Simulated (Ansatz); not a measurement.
# InH (model cell, started as layered BN type): a soft mode frozen in

Aim: this structure of InH (model cell, started as layered BN type) is to be tested for unstable modes, and one is followed downhill.

Calculated with Ansatz 0.2.0; DFT PBE, scalar-relativistic, plane waves, PAW.

Report form: the programs' logs are mostly left out.

The structure was built from a prototype and need not be the compound's stable phase.

### Step 1. Set-up

The structure is hexagonal, space group P6_3/mmc (No. 194). Conventional cell: a = 3.772 Å, b = 3.772 Å, c = 5.891 Å, α = 90.00°, β = 90.00°, γ = 120.00°. Nearest to In lie 3 H at 2.18 Å. Nearest to H lie 3 In at 2.18 Å. Farther neighbours are not listed.

Coordinates:

```cif
data_structure
_symmetry_space_group_name_H-M 'P6_3/mmc'
_symmetry_Int_Tables_number 194
_cell_length_a 3.7722
_cell_length_b 3.7722
_cell_length_c 5.8914
_cell_angle_alpha 90.000
_cell_angle_beta 90.000
_cell_angle_gamma 120.000
_cell_volume 72.60
loop_
_atom_site_label
_atom_site_type_symbol
_atom_site_symmetry_multiplicity
_atom_site_Wyckoff_symbol
_atom_site_fract_x
_atom_site_fract_y
_atom_site_fract_z
_atom_site_occupancy
In1 In 2 c 0.33333 0.66667 0.25000 1
H1 H 2 d 0.66667 0.33333 0.25000 1
```

### Step 2. The dispersion

The cell comes from relaxations at this level that are not shown. The mesh has a single point along some directions, so zone-edge points there are not solved. Linear response on a 2×2×1 q mesh gives force constants as far as a supercell of that size would.

Input file input.yaml:

```yaml
crystal:
  lattice:
    - [3.7721968407, 2.531e-06, 0.0]
    - [-1.8861006122, 3.2668170266, 0.0]
    - [0.0, 0.0, 5.8913884265]
  atoms:
    - { symbol: In, position: [0.3333333333, 0.6666666667, 0.25] }
    - { symbol: In, position: [0.6666666667, 0.3333333333, 0.75] }
    - { symbol: H, position: [0.6666666667, 0.3333333333, 0.25] }
    - { symbol: H, position: [0.3333333333, 0.6666666667, 0.75] }
kpoints:
  mp_grid: { grid: [12, 12, 6] }
hamiltonian:
  xc: pbe
scf:
  occupations: { method: methfessel_paxton, width: 0.15 }
output:
  eigenvalues: true
phonons:
  method: dfpt
  qmesh: [2, 2, 1]
  temperatures: { t_max: 1000, t_step: 50 }
  qpath:
    path:
      - [[0.0, 0.0, 0.0], [0.5, 0.0, 0.0], [0.33333333, 0.33333333, 0.0], [0.0, 0.0, 0.0], [0.0, 0.0, 0.5], [0.5, 0.0, 0.5], [0.33333333, 0.33333333, 0.5], [0.0, 0.0, 0.5]]
      - [[0.5, 0.0, 0.5], [0.5, 0.0, 0.0]]
      - [[0.33333333, 0.33333333, 0.5], [0.33333333, 0.33333333, 0.0]]
    npoints: 10
```

The run is started by

```sh
> ansatz run input.yaml --threads 4 --pin off --max-ram 7168MiB --backend cpu --events-out ev --progress --plain --runs-dir out
```

Elapsed: 76 s, on 4 threads of Arm Neoverse V2, shared host; peak memory 1.2 GiB; 4.9 min of CPU time.

Numbers from this step:

```yaml
volume_per_atom: 18.15 Å³
gap_on_the_k_mesh: 0 eV
sum_rule_residual_before_enforcement: 7.28e-6 eV/Å²
point_group: 6/mmm
highest_optical_mode_at_the_zone_centre_no_lo_to_term: 487.9 cm⁻¹
lowest_optical_zone_centre_mode: -851.1 cm⁻¹
lowest_mode_on_the_q_mesh_acoustic_modes_at_gamma_apart: -922.1 cm⁻¹
highest_frequency_at_a_solved_wavevector_no_lo_to_term_at_gamma: 487.9 cm⁻¹
```

Frequencies (cm⁻¹) solved at each irreducible wavevector; negative means imaginary. Frequencies by wavevector, by row:

```tsv
q in reciprocal lattice units	star	mode 1	mode 2	mode 3	mode 4	mode 10	mode 11	mode 12
0 0 0	1	-851.1	-206.6	-64.4	-64.4	424.6	487.9	487.9
0 -0.5 0	3	-922.1	-700	-280.1	-277.3	92.3	150.1	251.9
```

Symmetry leaves 2 wavevectors to solve. The lowest mode among them, the acoustic zeros apart, lies at q = (0, -0.5, 0) and is imaginary, 922.1i cm⁻¹, so the energy falls along it.

### Step 3. The mode frozen in, largest atomic shift 0 Å

The mode followed lies at q = (0, -0.5, 0) with frequency 922.1i cm⁻¹, the softest among the wavevectors solved. At small amplitude the distorted cell has space group no. 51 by a symmetry search on the positions. The undistorted cell that holds it gives the zero of energy on the same k mesh.

System of this step: InH (model cell, started as layered BN type). Symmetry: P6_3/mmc, No. 194, hexagonal system. Conventional cell: a = 3.772 Å, b = 3.772 Å, c = 5.891 Å, α = 90.00°, β = 90.00°, γ = 120.00°. Nearest to In lie 3 H at 2.18 Å. Nearest to H lie 3 In at 2.18 Å. Farther neighbours are not listed.

Input file input.yaml:

```yaml
crystal:
  lattice:
    - [-3.7721968407, -2.531e-06, 0.0]
    - [0.0, 0.0, -5.8913884265]
    - [4.3838e-06, -6.5336365842, 0.0]
  atoms:
    - { symbol: In, position: [0.5, 0.75, 0.1666666667] }
    - { symbol: In, position: [1.0, 0.75, 0.6666666667] }
    - { symbol: In, position: [0.0, 0.25, 0.3333333333] }
    - { symbol: In, position: [0.5, 0.25, 0.8333333333] }
    - { symbol: H, position: [0.0, 0.75, 0.3333333333] }
    - { symbol: H, position: [0.5, 0.75, 0.8333333333] }
    - { symbol: H, position: [0.5, 0.25, 0.1666666667] }
    - { symbol: H, position: [1.0, 0.25, 0.6666666667] }
kpoints:
  mp_grid: { grid: [8, 6, 6] }
hamiltonian:
  xc: pbe
scf:
  occupations: { method: methfessel_paxton, width: 0.15 }
output:
  forces: true
  stress: true
  eigenvalues: true
```

The job ended after 5.3 s (4 threads; peak memory 0.63 GiB; 21 s of CPU time).

This step gave:

| Quantity | Value |
| --- | --- |
| pressure | -0.08228 GPa |
| energy from the undistorted cell | 0 meV/atom |

The run ends at a pressure of -0.08 GPa, with forces up to 0.0039 eV/Å.

### Step 4. The mode frozen in, largest atomic shift 0.32 Å

The atoms are moved along the unstable eigenvector, the largest shift by 0.32 Å, with the cell fixed.

input.yaml, the sections that differ from step 3:

```yaml
crystal:
  lattice:
    - [-3.7721968407, -2.531e-06, 0.0]
    - [0.0, 0.0, -5.8913884265]
    - [4.3838e-06, -6.5336365842, 0.0]
  atoms:
    - { symbol: In, position: [0.5, 0.75, 0.1668568811] }
    - { symbol: In, position: [1.0, 0.75, 0.6664764523] }
    - { symbol: In, position: [0.0, 0.25, 0.3335235477] }
    - { symbol: In, position: [0.5, 0.25, 0.8331431189] }
    - { symbol: H, position: [0.0, 0.75, 0.2843560148] }
    - { symbol: H, position: [0.5, 0.75, 0.8823106518] }
    - { symbol: H, position: [0.5, 0.25, 0.1176893482] }
    - { symbol: H, position: [1.0, 0.25, 0.7156439852] }
# kpoints, hamiltonian, scf, output: as in step 3
```

Elapsed: 5.2 s, on 4 threads; peak memory 0.63 GiB.

This step gave:

* pressure: 0.7487 GPa
* energy from the undistorted cell: -42.46 meV/atom

The energy, extrapolated to zero smearing, is -42.46 meV/atom against the undistorted cell.

The run ends at a pressure of 0.75 GPa, with forces up to 0.86 eV/Å.

### Step 5. Energy along the mode, all amplitudes (two of the runs are shown above)

An imaginary frequency means negative curvature, so the energy should fall and then rise again as anharmonic terms take over.

Numbers from this step:

```yaml
depth_at_the_lowest_point_sampled: 42.46 meV/atom
largest_atomic_shift_at_that_point: 0.32 Å
```

Energy from the parent against largest atomic shift:

```tsv
largest atomic shift (Å)	energy from the parent (meV/atom)
0.000	0
0.040	-1.21
0.080	-4.85
0.140	-13.7
0.220	-28.0
0.320	-42.5
0.450	-38.8
0.600	29.0
```

Displacement at unit largest shift by atom:

```tsv
atom	x (Å)	y (Å)	z (Å)	size
In1	0.00	0.00	0.00	0.00
In2	0.00	0.00	0.00	0.00
In3	0.00	0.00	0.00	0.00
In4	0.00	0.00	0.00	0.00
H5	0.00	1.00	0.00	1.00
H6	0.00	-1.00	0.00	1.00
H7	0.00	1.00	0.00	1.00
H8	0.00	-1.00	0.00	1.00
```

The lowest of the steps tried is at 0.32 Å, 42.5 meV/atom below the parent; the bottom of the well need not coincide with a step.

### Step 6. Relaxation from the frozen mode

Starting from the lowest point found, all atoms and the cell are let go, so that strain and other modes of the same symmetry can join in.

input.yaml, as its differences from that of step 4:

```diff
@@ -24 +24,6 @@
   eigenvalues: true
+relax:
+  adjacent_minimum: "off"
+  f_tol: 0.002
+  max_steps: 120
+  cell: { stress_tol: 0.03 }
```

The job ended after 2 min (4 threads; peak memory 0.66 GiB).

Step by step:

```tsv
step	energy less that of the first step (eV)	largest force component (eV/Å)	pressure (GPa)	volume (Å³)
1	0.0000	0.8558	0.75	145.20
2	-0.3067	0.2642	0.21	147.35
3	-0.3830	0.0944	0.04	148.14
4	-0.4368	0.1149	0.03	146.50
5	-0.4603	0.1843	0.10	143.42
6	-0.4799	0.1257	-0.05	143.14
7	-0.4883	0.0950	0.27	138.55
8	-0.4899	0.0744	-0.06	141.20
9	-0.4967	0.0368	-0.03	140.14
10	-0.4986	0.0348	0.17	138.81
11	-0.5001	0.0091	-0.04	138.60
12	-0.5006	0.0040	0.02	138.07
13	-0.5007	0.0031	0.01	137.89
14	-0.5007	0.0039	-0.01	137.91
15	-0.5007	0.0002	0.00	137.90
16*	-0.4997	0.0004	-0.01	137.90
17	-0.5000	0.0024	-0.01	137.53
18	-0.5001	0.0047	0.02	137.29
19	-0.5000	0.0009	0.00	137.44
20	-0.5001	0.0007	0.00	137.37
21*	-0.4998	0.0006	0.00	137.37
```

Relaxation steps marked * repeat the geometry before them on a plane-wave basis chosen anew for their cell, so energy and pressure can jump there. Relaxation steps 14, 18 were tried and not accepted.

Forces are held to the 8 operations that the run works with; a distortion that breaks them can't arise in this run.

```tsv
cell as run	before	after	change
a (Å)	3.772	4.083	+8.2 %
b (Å)	5.891	5.573	-5.4 %
c (Å)	6.534	6.037	-7.6 %
volume (Å³/atom)	18.15	17.17	-5.4 %
```

The atoms that moved most (Å, as changes of fractional coordinates times the final cell):

```tsv
atom	dx	dy	dz	length
H8	0.000	-0.694	0.000	0.694
H5	0.000	0.694	0.000	0.694
In1	0.000	-0.225	0.000	0.225
In4	0.000	0.225	0.000	0.225
In2	0.000	0.080	0.000	0.080
In3	0.000	-0.080	0.000	0.080
H6	0.000	0.054	0.000	0.054
H7	0.000	-0.054	0.000	0.054
```

Numbers from this step:

```yaml
pressure: -0.002823 GPa
volume_per_atom: 17.17 Å³
```

The distorted start has space group Pmma; the relaxation ends in Pmma.

### Step 7. The new phase in its own primitive cell

The relaxed structure is symmetrised, reduced to its primitive cell and relaxed tightly, as its phonons need.

Input file input.yaml:

```yaml
crystal:
  lattice:
    - [5.5732869969, 0.0, 0.0]
    - [0.0, 4.0827535675, 0.0]
    - [0.0, 0.0, 6.0371411969]
  atoms:
    - { symbol: In, position: [0.75, 0.5, 0.795924665] }
    - { symbol: In, position: [0.75, 0.0, 0.3467796658] }
    - { symbol: In, position: [0.25, 0.0, 0.6532203342] }
    - { symbol: In, position: [0.25, 0.5, 0.204075335] }
    - { symbol: H, position: [0.75, 0.0, 0.8305898166] }
    - { symbol: H, position: [0.75, 0.5, 0.1266135806] }
    - { symbol: H, position: [0.25, 0.5, 0.8733864194] }
    - { symbol: H, position: [0.25, 0.0, 0.1694101834] }
kpoints:
  mp_grid: { grid: [6, 8, 6] }
hamiltonian:
  xc: pbe
scf:
  occupations: { method: methfessel_paxton, width: 0.15 }
output:
  forces: true
  stress: true
  eigenvalues: true
relax:
  adjacent_minimum: "off"
  f_tol: 0.001
  max_steps: 60
  cell: { stress_tol: 0.01 }
```

Run time: 12 s. Hardware: 4 threads; peak memory 0.64 GiB.

Little changed from the start: no atom moved by 0.005 Å and no cell edge by 0.1 %.

The largest force component left is 0.61 meV/Å and the pressure is -0.003 GPa, within the tolerances set. The cell now holds 17.17 Å³/atom.

### Step 8. Modes of the new phase, k-mesh 6×8×6

A relaxed structure may still be a saddle point, so its zone-centre modes are computed. No field response is asked, since the mesh shows no gap.

input.yaml, as its differences from that of step 7:

```diff
@@ -21,9 +21,4 @@
 output:
-  forces: true
-  stress: true
   eigenvalues: true
-relax:
-  adjacent_minimum: "off"
-  f_tol: 0.001
-  max_steps: 60
-  cell: { stress_tol: 0.01 }
+phonons:
+  method: dfpt
```

Elapsed: 2.2 min, on 4 threads; peak memory 1.6 GiB.

Numbers from this step:

- sum-rule residual before enforcement: 1.12e-5 eV/Å²
- point group: mmm
- highest optical mode at the zone centre (no LO-TO term): 943.5 cm⁻¹
- lowest optical zone-centre mode: -413.9 cm⁻¹

Patterns of degenerate modes are one choice out of their space. The modes at Γ (shares of kinetic energy by element, %) (negative means imaginary):

```tsv
mode	frequency (cm⁻¹)	symmetry	In %	H %
1	-413.9	B3u	0	100
2	-371.0	B2g	1	99
3	-78.8	B2u	87	13
4	-39.9	B3u	22	78
5	-37.7	B3g	95	5
6	0.0	acoustic	99	1
7	0.0	acoustic	99	1
8	0.0	acoustic	99	1
9	12.4	B3g	100	0
10	28.3	Ag	100	0
11	55.2	B1u	97	3
12	58.6	B2g	99	1
13	74.2	B3u	79	21
14	87.7	Ag	99	1
15	99.7	B2g	99	1
16	234.6	B2u	13	87
17	275.9	B2g	1	99
18	295.7	B1u	4	96
19	302.9	B3g	4	96
20	429.7	Ag	1	99
21	867.5	B2u	1	99
22	895.2	B3g	1	99
23	903.4	B1u	0	100
24	943.5	Ag	0	100
```

Displacements in mode 1 (-413.9 cm⁻¹), the largest set to 1:
```
In1  0.00  0.00  0.00
In2  0.00  0.00  0.00
In3  0.00  0.00  0.00
In4  0.00  0.00  0.00
H5  -1.00  0.00  0.00
H6   1.00  0.00  0.00
H7   1.00  0.00  0.00
H8  -1.00  0.00  0.00
```

Displacements in mode 9 (12.4 cm⁻¹), the largest set to 1:
```
In1  0.00  0.15  0.00
In2  0.00  1.00  0.00
In3  0.00 -1.00  0.00
In4  0.00 -0.15  0.00
H5   0.00  0.16  0.00
H6   0.00  0.01  0.00
H7   0.00 -0.01  0.00
H8   0.00 -0.16  0.00
```

Before it was imposed, the acoustic sum rule was missed by 1.1e-5 eV/Å². Small misses are needed for a sound result but don't prove that mesh and cutoff are converged. The lowest optical mode is imaginary, 413.9i cm⁻¹, so the energy falls along it.

### Step 9. Outcome

```yaml
unstable_mode_of_the_parent: q = (0, -0.5, 0), 922i cm⁻¹
depth_at_the_lowest_point_sampled: 42.5 meV/atom
largest_atomic_shift_at_that_point: 0.32 Å
space_group_reached_within_0p01_a: Pmma
energy_gained_over_the_parent_first_relaxation_on_the_mesh_of_the_frozen_mode: 105 meV/atom
volume_per_atom_phase_reached: 17.2 Å³
lowest_optical_zone_centre_mode_phase_reached: -414 cm⁻¹
highest_optical_mode_at_the_zone_centre_no_lo_to_term_phase_reached: 943 cm⁻¹
```

What this shows: Along this mode the structure falls into Pmma, 105 meV/atom below the parent. At the parent's cell the well is 42.46 meV/atom deep on the steps tried, with its lowest point at a shift of 0.32 Å. Relaxing atoms and cell changes the gain by +62.50 meV/atom against the lowest step (energies at zero smearing). The new phase still has an imaginary mode at the zone centre of its cell, so it is a saddle point on the way to a lower structure. Of the 2 patterns followed to their end from this parent, this one ends 20.3 meV/atom above the lowest, P-3m1. Each path keeps the symmetry of its pattern, so a lower phase may lie along a pattern not tried. The q mesh is too sparse to interpolate, so only the solved wavevectors are given. With no gap, or one that is small against the smearing, the frequencies hang on the k mesh and the smearing, most of all near Kohn anomalies. The starting cell was built on a prototype and not taken from a measurement, so the phase need not exist.

[Logs are printed without paths, hosts, clocks, repeated set-up lines and the standing remarks that a program may print on its own settings, such as how far it seeks lower states.]

[Hosts, paths, dates, database ids (printed as entryN), source tags and the programs' standing remarks are cut or masked in the printed files.]
